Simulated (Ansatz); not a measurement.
Two G0W0 runs on BiOBr (P4/nmm).

The database entry behind the starting cell differs from later determinations by our own check (0.1 to 0.3 % short, probably kX units), so it need not match the best structure at ambient conditions.

```xyz
6
Lattice="3.9160 0.0000 0.0000 0.0000 3.9160 0.0000 0.0000 0.0000 8.0770" Properties=species:S:1:pos:R:3 pbc="T T T"
Bi    0.0000    1.9580    1.2439
Bi    1.9580    0.0000    6.8331
Br    0.0000    1.9580    5.2743
Br    1.9580    0.0000    2.8027
O     0.0000    0.0000    0.0000
O     1.9580    1.9580    0.0000
```

The cell and positions come from the Crystallography Open Database and are kept as given unless a step says otherwise. Spin-orbit coupling is left out unless a run names it.

The first (Ansatz 0.2.0; start LDA, 6×6×4 mesh, 324 empty bands, screening to 110 eV, hard PAW files; 1 × NVIDIA H100 80GB HBM3 (shared by 3 runs) with 4 threads of AMD EPYC 7R13 (Zen 3), shared host) gave, on its mesh: starting gap 2.12 eV, G0W0 gap 3.00 eV, RPA ε∞ (mean) 6.71, 2.5 min.

The second changes empty bands from 324 to 736 and screening cutoff (eV) from 110.0 to 190.0. What does it give?

It gave: starting gap 2.12 eV, G0W0 gap 3.14 eV, RPA ε∞ (mean) 6.67, 5.2 min. The G0W0 gap moves by +0.13 eV, +0.00 eV from the start and +0.13 eV from the correction. Σc changes by −0.27 eV at the valence top and −0.13 eV at the conduction bottom, and Σx − Vxc between them by +0.00 eV.

Limits: not at the basis limit; no spin-orbit coupling.

[Paths, hosts, dates, memory and timing lines, banners, echoed tables and standing remarks are left out of the program output.]

[Logs are printed without paths, hosts, clocks, repeated set-up lines and the standing remarks that a program may print on its own settings, such as how far it seeks lower states.]

[Runs of the session that timed out or met a known fault of the program may be left out.]

[Cells called generated may have been cut or substituted from an entry of the Crystallography Open Database or the Materials Project.]

[Hosts, paths, dates, database ids (printed as entryN), source tags and the programs' standing remarks are cut or masked in the printed files.]
